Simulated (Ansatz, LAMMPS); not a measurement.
# Relaxing amorphous polystyrene (as short chains C42H46), from a frame at 300 K (176 atoms), part 2 of 3

Aim: bring amorphous polystyrene (as short chains C42H46), from a frame at 300 K (176 atoms) to a nearby minimum of the energy and see what moves.

Ansatz 0.2.0; Kohn-Sham DFT, revPBE+D3(BJ), PAW (set soft_2), plane waves.

The cell: 84 C and 92 H. The network of contacts between molecules at the start is that of the classical potential that made the cell. Sampling is at Γ alone, for a cell whose shortest periodic width is 12 Å.

So far. Step 3 (Single point at the start): Neighbours are counted within 1.34 Å (H-C), 1.85 Å (C-C).

## (4) Cell and atoms relaxed

The cell is relaxed with the atoms, since the starting lattice needn't suit this functional.

File input.yaml:

```yaml
crystal:
  lattice:
    - [12.27948, 0.0, 0.0]
    - [0.0, 12.27948, 0.0]
    - [0.0, 0.0, 12.27948]
  atoms:
    [... the 176 atom lines of step 3 ...]
kpoints:
  mp_grid: { grid: [1, 1, 1] }
hamiltonian:
  xc: revpbe
  dispersion: d3bj
scf:
  occupations: { method: fermi_dirac, width: 0.05 }
output:
  forces: true
relax:
  f_tol: 0.05
  max_steps: 200
  cell: {}
```

The run is started by

```console
$ ansatz run input.yaml --threads 4 --pin off --max-ram 8192MiB --backend cpu --events-out ev --progress --plain --runs-dir out
```

Numbers of over 12 decimals in the logs are rounded to 6 here.

The log of the run:

```text
[...]
Crystal: 176 atoms, lattice volume = 1851.569 Å³
Basis set: ecut = 420 eV, 36257 PW (Γ), exchange–correlation on 180×180×180 points (8 copies of the dense FFT grid, shifted against one another)
Bands: 390, of which v1, the nominal top of the filled ones, is band 214 counted from 1 (213 counted from 0)
Symmetry: 1 space group operations
[...]
k-points: 1
[...]
SCF iter   1: F=—  HF=-22654.485281 eV  |F-HF|=—  |Δ(HF+E_count)|=         —  Δρ=4.87e-3  dr2=4.64e-1  ethr=1.77e-3  ⟨swp⟩=6.0  Hψ=1819  notcnv=0  defer=74
[...]
SCF iter  10: F=-22654.519839 eV  HF=-22654.519839 eV  |F-HF|=2.10e-9  |Δ(HF+E_count)|=   1.82e-9  Δρ=4.86e-7  dr2=5.23e-9  ethr=2.34e-11  ⟨swp⟩=4.0  Hψ=875  notcnv=0
SCF 1 converged in 10 iterations: F = -22654.519839 eV  dr2 = 5.23e-9
[...]
relax step   1: F+E_penalty+E_count = -22654.51983862 eV  Δ(F+E_penalty+E_count) = +0.000e0 eV  max|allowed force component| = 3.377e0 eV/Å  Δτ_max = 0.0000 Å  P = +2.167 GPa  Ω = 1851.569 Å³  (10 SCF iters, dr2 threshold 1.00e-7 eV, accepted)
[... from here on, the SCF cycles and remarks between the steps are left out ...]
relax step   2: F+E_penalty+E_count = -22659.82767473 eV  Δ(F+E_penalty+E_count) = -5.308e0 eV  max|allowed force component| = 1.524e0 eV/Å  Δτ_max = 0.1946 Å  P = -0.204 GPa  Ω = 1883.554 Å³  energy of the carried Pulay correction = -6.206e-2 eV  (7 SCF iters, dr2 threshold 1.76e-5 eV, accepted)
relax step   3: F+E_penalty+E_count = -22661.02875476 eV  Δ(F+E_penalty+E_count) = -1.201e0 eV  max|allowed force component| = 5.799e-1 eV/Å  Δτ_max = 0.1845 Å  P = -0.629 GPa  Ω = 1838.952 Å³  energy of the carried Pulay correction = +2.478e-2 eV  (7 SCF iters, dr2 threshold 1.76e-5 eV, accepted)
relax step   4: F+E_penalty+E_count = -22661.36684043 eV  Δ(F+E_penalty+E_count) = -3.381e-1 eV  max|allowed force component| = 1.791e-1 eV/Å  Δτ_max = 0.2000 Å  P = -0.182 GPa  Ω = 1802.140 Å³  energy of the carried Pulay correction = +9.805e-2 eV  (7 SCF iters, dr2 threshold 1.76e-5 eV, accepted)
relax step   5: F+E_penalty+E_count = -22661.56127516 eV  Δ(F+E_penalty+E_count) = -1.944e-1 eV  max|allowed force component| = 1.840e-1 eV/Å  Δτ_max = 0.1951 Å  P = -0.050 GPa  Ω = 1762.239 Å³  energy of the carried Pulay correction = +1.792e-1 eV  (8 SCF iters, dr2 threshold 2.01e-6 eV, accepted)
relax step   6: F+E_penalty+E_count = -22661.65293276 eV  Δ(F+E_penalty+E_count) = -9.166e-2 eV  max|allowed force component| = 1.401e-1 eV/Å  Δτ_max = 0.1921 Å  P = -0.059 GPa  Ω = 1744.719 Å³  energy of the carried Pulay correction = +2.153e-1 eV  (8 SCF iters, dr2 threshold 2.12e-6 eV, accepted)
relax step   7: F+E_penalty+E_count = -22661.70374619 eV  Δ(F+E_penalty+E_count) = -5.081e-2 eV  max|allowed force component| = 6.789e-2 eV/Å  Δτ_max = 0.1947 Å  P = -0.078 GPa  Ω = 1738.706 Å³  energy of the carried Pulay correction = +2.278e-1 eV  (8 SCF iters, dr2 threshold 1.23e-6 eV, accepted)
relax step   8: F+E_penalty+E_count = -22661.73147740 eV  Δ(F+E_penalty+E_count) = -2.773e-2 eV  max|allowed force component| = 7.241e-2 eV/Å  Δτ_max = 0.1352 Å  P = -0.082 GPa  Ω = 1734.706 Å³  energy of the carried Pulay correction = +2.362e-1 eV  (9 SCF iters, dr2 threshold 2.88e-7 eV, accepted)
relax step   9: F+E_penalty+E_count = -22661.73885201 eV  Δ(F+E_penalty+E_count) = -7.375e-3 eV  max|allowed force component| = 6.074e-2 eV/Å  Δτ_max = 0.0908 Å  P = +0.031 GPa  Ω = 1736.266 Å³  energy of the carried Pulay correction = +2.329e-1 eV  (8 SCF iters, dr2 threshold 3.28e-7 eV, accepted)
relax step  10: F+E_penalty+E_count = -22661.75415001 eV  Δ(F+E_penalty+E_count) = -1.530e-2 eV  max|allowed force component| = 1.102e-1 eV/Å  Δτ_max = 0.1810 Å  P = -0.196 GPa  Ω = 1731.287 Å³  energy of the carried Pulay correction = +2.433e-1 eV  (9 SCF iters, dr2 threshold 2.31e-7 eV, accepted)
relax step  11: F+E_penalty+E_count = -22661.76127322 eV  Δ(F+E_penalty+E_count) = -7.123e-3 eV  max|allowed force component| = 9.230e-2 eV/Å  Δτ_max = 0.1304 Å  P = +0.070 GPa  Ω = 1732.681 Å³  energy of the carried Pulay correction = +2.404e-1 eV  (8 SCF iters, dr2 threshold 7.59e-7 eV, accepted)
relax step  12: F+E_penalty+E_count = -22661.77436000 eV  Δ(F+E_penalty+E_count) = -1.309e-2 eV  max|allowed force component| = 8.890e-2 eV/Å  Δτ_max = 0.1032 Å  P = +0.017 GPa  Ω = 1731.697 Å³  energy of the carried Pulay correction = +2.425e-1 eV  (8 SCF iters, dr2 threshold 5.32e-7 eV, accepted)
relax step  13: F+E_penalty+E_count = -22661.78271590 eV  Δ(F+E_penalty+E_count) = -8.356e-3 eV  max|allowed force component| = 3.341e-2 eV/Å  Δτ_max = 0.0699 Å  P = -0.035 GPa  Ω = 1730.770 Å³  energy of the carried Pulay correction = +2.444e-1 eV  (7 SCF iters, dr2 threshold 4.94e-7 eV, accepted)
relax step  14: F+E_penalty+E_count = -22661.79053635 eV  Δ(F+E_penalty+E_count) = -7.820e-3 eV  max|allowed force component| = 6.567e-2 eV/Å  Δτ_max = 0.0926 Å  P = -0.059 GPa  Ω = 1730.186 Å³  energy of the carried Pulay correction = +2.456e-1 eV  (10 SCF iters, accepted)
[...]
relax step  22: F+E_penalty+E_count = -22661.84204762 eV  Δ(F+E_penalty+E_count) = -1.125e-3 eV  max|allowed force component| = 2.438e-2 eV/Å  Δτ_max = 0.0199 Å  P = -0.022 GPa  Ω = 1719.207 Å³  energy of the carried Pulay correction = +2.687e-1 eV  (8 SCF iters, dr2 threshold 1.83e-8 eV, accepted)
relax step  23: F+E_penalty+E_count = -22661.67872422 eV  Δ(F+E_penalty+E_count) = +1.633e-1 eV  max|allowed force component| = 2.571e-2 eV/Å  Δτ_max = 0.0000 Å  P = -0.139 GPa  Ω = 1719.207 Å³  stress off target by 2.42e-1 GPa  SCF on the basis re-selected at this cell (its energy is not comparable with the rows above)  (6 SCF iters)
relax step  24: F+E_penalty+E_count = -22661.76911635 eV  Δ(F+E_penalty+E_count) = -9.039e-2 eV  max|allowed force component| = 6.959e-2 eV/Å  Δτ_max = 0.1939 Å  P = -0.062 GPa  Ω = 1686.117 Å³  energy of the carried Pulay correction = +6.916e-2 eV  (9 SCF iters, dr2 threshold 1.46e-7 eV, accepted)
relax step  25: F+E_penalty+E_count = -22661.79172673 eV  Δ(F+E_penalty+E_count) = -2.261e-2 eV  max|allowed force component| = 2.627e-2 eV/Å  Δτ_max = 0.0603 Å  P = +0.077 GPa  Ω = 1679.456 Å³  energy of the carried Pulay correction = +8.259e-2 eV  (8 SCF iters, dr2 threshold 3.03e-7 eV, accepted)
relax step  26: F+E_penalty+E_count = -22661.79503431 eV  Δ(F+E_penalty+E_count) = -3.308e-3 eV  max|allowed force component| = 7.318e-2 eV/Å  Δτ_max = 0.1361 Å  P = -0.070 GPa  Ω = 1679.930 Å³  energy of the carried Pulay correction = +8.148e-2 eV  (9 SCF iters, dr2 threshold 3.54e-8 eV, accepted)
relax step  27: F+E_penalty+E_count = -22661.79640845 eV  Δ(F+E_penalty+E_count) = -1.374e-3 eV  max|allowed force component| = 5.503e-2 eV/Å  Δτ_max = 0.0621 Å  P = -0.031 GPa  Ω = 1680.964 Å³  energy of the carried Pulay correction = +7.930e-2 eV  (8 SCF iters, dr2 threshold 3.35e-7 eV, accepted)
relax step  28: F+E_penalty+E_count = -22661.80896967 eV  Δ(F+E_penalty+E_count) = -1.256e-2 eV  max|allowed force component| = 2.251e-2 eV/Å  Δτ_max = 0.0525 Å  P = -0.046 GPa  Ω = 1676.266 Å³  energy of the carried Pulay correction = +8.888e-2 eV  (8 SCF iters, dr2 threshold 1.89e-7 eV, accepted)
relax step  29: F+E_penalty+E_count = -22661.81708340 eV  Δ(F+E_penalty+E_count) = -8.114e-3 eV  max|allowed force component| = 3.470e-2 eV/Å  Δτ_max = 0.0440 Å  P = -0.021 GPa  Ω = 1673.159 Å³  energy of the carried Pulay correction = +9.522e-2 eV  (9 SCF iters, dr2 threshold 1.10e-8 eV, accepted)
relax step  30: F+E_penalty+E_count = -22661.74541174 eV  Δ(F+E_penalty+E_count) = +7.167e-2 eV  max|allowed force component| = 3.511e-2 eV/Å  Δτ_max = 0.0000 Å  P = -0.057 GPa  Ω = 1673.159 Å³  stress off target by 9.47e-2 GPa  SCF on the basis re-selected at this cell (its energy is not comparable with the rows above)  (5 SCF iters)
relax step  31: F+E_penalty+E_count = -22661.78221484 eV  Δ(F+E_penalty+E_count) = -3.680e-2 eV  max|allowed force component| = 1.166e-1 eV/Å  Δτ_max = 0.1557 Å  P = -0.113 GPa  Ω = 1657.039 Å³  energy of the carried Pulay correction = +3.401e-2 eV  (10 SCF iters, dr2 threshold 2.24e-8 eV, accepted)
relax step  32: F+E_penalty+E_count = -22661.78352970 eV  Δ(F+E_penalty+E_count) = -1.315e-3 eV  max|allowed force component| = 3.377e-2 eV/Å  Δτ_max = 0.0967 Å  P = +0.075 GPa  Ω = 1658.241 Å³  energy of the carried Pulay correction = +3.153e-2 eV  (7 SCF iters, dr2 threshold 8.49e-7 eV, accepted)
relax step  33: F+E_penalty+E_count = -22661.78031850 eV  Δ(F+E_penalty+E_count) = +3.211e-3 eV  max|allowed force component| = 2.348e-2 eV/Å  Δτ_max = 0.0304 Å  P = +0.019 GPa  Ω = 1660.902 Å³  energy of the carried Pulay correction = +2.607e-2 eV  (8 SCF iters, dr2 threshold 2.56e-8 eV, accepted)
relax step  34: F+E_penalty+E_count = -22661.75109795 eV  Δ(F+E_penalty+E_count) = +2.922e-2 eV  max|allowed force component| = 2.360e-2 eV/Å  Δτ_max = 0.0000 Å  P = +0.013 GPa  Ω = 1660.902 Å³  stress off target by 4.70e-2 GPa  SCF on the basis re-selected at this cell (its energy is not comparable with the rows above)  (5 SCF iters)
[...]
SCF converged after 5 iterations
Free energy (F): -22661.751098 eV
[...]
Internal energy: -22661.751098 eV  (E = F + TS)
E sigma→0 (E₀):  -22661.751098 eV
Fermi energy:    2.314576 eV
[...]
--- Forces (eV/Å), atoms counted from 1 ---
  atom   1  C      0.00055554    -0.00233381     0.00320572
  atom   2  C      0.00198719     0.00004801    -0.00100392
  atom   3  C      0.00223372    -0.00197944     0.00091949
  atom   4  C     -0.00388404    -0.00138641     0.00007945
  atom   5  C      0.00321603    -0.00179902    -0.00138584
  atom   6  C      0.00183980    -0.00051851    -0.00561507
  atom   7  C      0.01027936     0.00172751    -0.00294359
  atom   8  C      0.00727069     0.00370368    -0.00441274
  atom   9  C     -0.00197596     0.00199376     0.00281390
  atom  10  C     -0.00146469    -0.00152239    -0.00317964
  atom  11  C      0.00368717    -0.00198791     0.00566634
  atom  12  C      0.00540262    -0.01161718    -0.00338860
  atom  13  C      0.00684776     0.00916890    -0.00035340
  atom  14  C      0.00127359    -0.02359965    -0.00063811
[...]
atom 175  H      0.00029688    -0.00024840     0.00130583
  atom 176  H     -0.00105385    -0.00203404    -0.00145331
  max |Σ_I F_I| component: 1.20e-5 eV/Å
--- Stress (GPa, compression-positive) ---
       -0.022485       0.019092      -0.001881
        0.019091       0.029738      -0.013150
       -0.001881      -0.013152       0.031504
  P = ⅓ Tr σ = 0.0129 GPa (0.129 kbar)
--- Relaxed structure (31 steps of the walk, 30 accepted, 3 SCFs on fresh bases) ---
  F+E_penalty+E_count = -22661.75109795 eV   max|allowed force component| = 2.360e-2 eV/Å   (the final SCF, on the basis selected at the relaxed cell)
  cell:  # Å, volume = 1660.9025 Å³
    - [12.057615, 0.147119, -0.100808]
    - [0.147119, 11.592525, -0.757225]
    - [-0.100808, -0.757225, 11.934407]
  atoms:
    - { symbol: C, position: [0.815492, 0.442682, 0.325004] }
    - { symbol: C, position: [0.912485, 0.514551, 0.294693] }
    - { symbol: C, position: [0.023531, 0.445370, 0.278022] }
    - { symbol: C, position: [0.055467, 0.388772, 0.382156] }
[...]
- { symbol: H, position: [0.827703, 0.806035, 0.024398] }
```

Run time: 21 min. Hardware: 4 threads of Intel Xeon Platinum 8175M at 2.50GHz (Skylake/Cascade Lake), shared host; peak memory 2.4 GiB.

Relaxation path (22 of 34):

```tsv
step	energy less that of the first step (eV)	largest force component (eV/Å)	pressure (GPa)	volume (Å³)
1	0.0000	3.3768	2.17	1851.57
3	-6.5089	0.5799	-0.63	1838.95
4	-6.8470	0.1791	-0.18	1802.14
6	-7.1331	0.1401	-0.06	1744.72
7	-7.1839	0.0679	-0.08	1738.71
9	-7.2190	0.0607	0.03	1736.27
10	-7.2343	0.1102	-0.20	1731.29
12	-7.2545	0.0889	0.02	1731.70
14	-7.2707	0.0657	-0.06	1730.19
15	-7.2799	0.1015	-0.15	1728.68
17	-7.3011	0.0324	-0.05	1725.40
18	-7.3082	0.0495	0.06	1723.59
20	-7.3140	0.0212	0.02	1722.20
21	-7.3211	0.0430	-0.06	1719.24
23*	-7.1589	0.0257	-0.14	1719.21
25	-7.2719	0.0263	0.08	1679.46
26	-7.2752	0.0732	-0.07	1679.93
28	-7.2891	0.0225	-0.05	1676.27
29	-7.2972	0.0347	-0.02	1673.16
31	-7.2624	0.1166	-0.11	1657.04
32	-7.2637	0.0338	0.07	1658.24
34*	-7.2313	0.0236	0.01	1660.90
```

Relaxation steps marked * repeat the geometry before them on a plane-wave basis chosen anew for their cell, so energy and pressure can jump there. Other such steps can lie between the rows shown. Relaxation step 19 was tried and not accepted.

```tsv
cell as run	before	after	change
a (Å)	12.279	12.059	-1.8 %
b (Å)	12.279	11.618	-5.4 %
c (Å)	12.279	11.959	-2.6 %
α (°)	90.00	97.37	+8.2 %
β (°)	90.00	91.01	+1.1 %
γ (°)	90.00	88.55	-1.6 %
volume (Å³/atom)	10.52	9.44	-10.3 %
```

The atoms that moved most (Å, as changes of fractional coordinates times the final cell):

```tsv
atom	dx	dy	dz	length
H59	0.968	-1.203	-0.257	1.566
H58	0.521	-1.263	-0.509	1.458
H66	-0.049	0.877	-1.025	1.350
C15	0.806	-1.049	-0.246	1.346
H43	-0.597	-0.222	-1.168	1.331
H60	0.952	-0.902	0.141	1.319
C14	0.568	-1.031	-0.386	1.239
H154	0.974	0.535	0.407	1.183
```

The relaxation changed the energy by -41.1 meV/atom, and atoms moved by 0.65 Å r.m.s., 1.6 Å at most.

## (5) Structure statistics after relaxation

Bonds before and after, by the cutoffs listed below:

```tsv
pair	bonds before	bonds after	mean before (Å)	mean after (Å)	spread before (Å)	spread after (Å)
H-C	92	92	1.094	1.093	0.027	0.005
C-C	92	92	1.437	1.447	0.068	0.065
```

Density 1.10 g/cm³, 9.437 Å³ an atom.

g(r), total and by pair (bins of 0.2 Å):

```tsv
r (Å)	total	H-H	H-C	C-C
1.00	3.06	0.00	6.15	0.00
1.20	0.30	0.00	0.61	0.00
1.40	1.31	0.00	0.00	5.78
1.60	0.58	0.00	0.00	2.56
1.80	0.30	1.10	0.00	0.00
2.00	0.04	0.16	0.00	0.00
2.20	1.86	0.75	3.32	0.00
2.40	1.22	2.69	0.04	2.00
2.60	1.06	1.62	0.50	1.64
2.80	1.09	0.84	1.40	0.72
3.00	0.85	1.06	0.94	0.39
3.20	0.67	0.79	0.72	0.42
3.40	1.15	0.69	1.79	0.29
3.60	0.73	0.71	0.74	0.72
3.80	1.06	1.02	1.02	1.18
4.00	0.97	0.82	1.06	0.94
4.20	1.04	0.95	1.27	0.65
4.40	1.01	1.08	0.92	1.11
4.60	1.14	1.25	1.09	1.10
4.80	1.02	1.17	0.91	1.08
5.00	1.08	1.15	0.99	1.19
5.20	0.96	0.82	0.96	1.11
5.40	0.99	0.81	1.08	0.98
5.60	1.00	0.98	1.00	1.03
```

Bonds by pair of elements; cutoffs follow the first minimum of g(r), held within bounds set by covalent radii, and pairs that aren't listed don't count as bonded:

```tsv
pair A-B	cutoff (Å)	bonds	mean length (Å)	spread (Å)	shortest (Å)	B about A	A about B
H-C	1.34	92	1.09	0.005	1.09	1	1.09
C-C	1.85	92	1.45	0.065	1.39	2.19	2.19
```

How many atoms have how many bonded neighbours:

```tsv
element	mean	1	3	4
C	3.29	0	60	24
H	1	92	0	0
```

Bond angles (no mean is given where the spread exceeds 20°):

```tsv
angle	count	mean (°)	spread (°)
C-C-H	182	115	5.6
C-C-C	120	118	4.1
H-C-H	22	107	1
```

Bond length by coordination (bonds to H left out):

```tsv
element	coordination	atoms	mean bond length (Å)
C	3	60	1.41
C	4	24	1.54
```

Rings of the network by King's shortest-path rule, up to 12 atoms, one path for each pair of neighbours; H, halogens, alkali and alkaline-earth atoms are left out, and the last column divides by all other atoms, bonded or not:

```tsv
ring size (atoms)	rings	per network atom
6	10	0.119
```

With the cutoffs above, 71 % of C atoms have 3 and all H atoms have 1 bonded neighbour. The C-C-H angle averages 115° with a spread of 6°. All rings counted have 6 atoms.

(Continued in part 3 of 3.)

[Logs are printed without paths, hosts, clocks, repeated set-up lines and the standing remarks that a program may print on its own settings, such as how far it seeks lower states.]

[Hosts, paths, dates, database ids (printed as entryN), source tags and the programs' standing remarks are cut or masked in the printed files.]
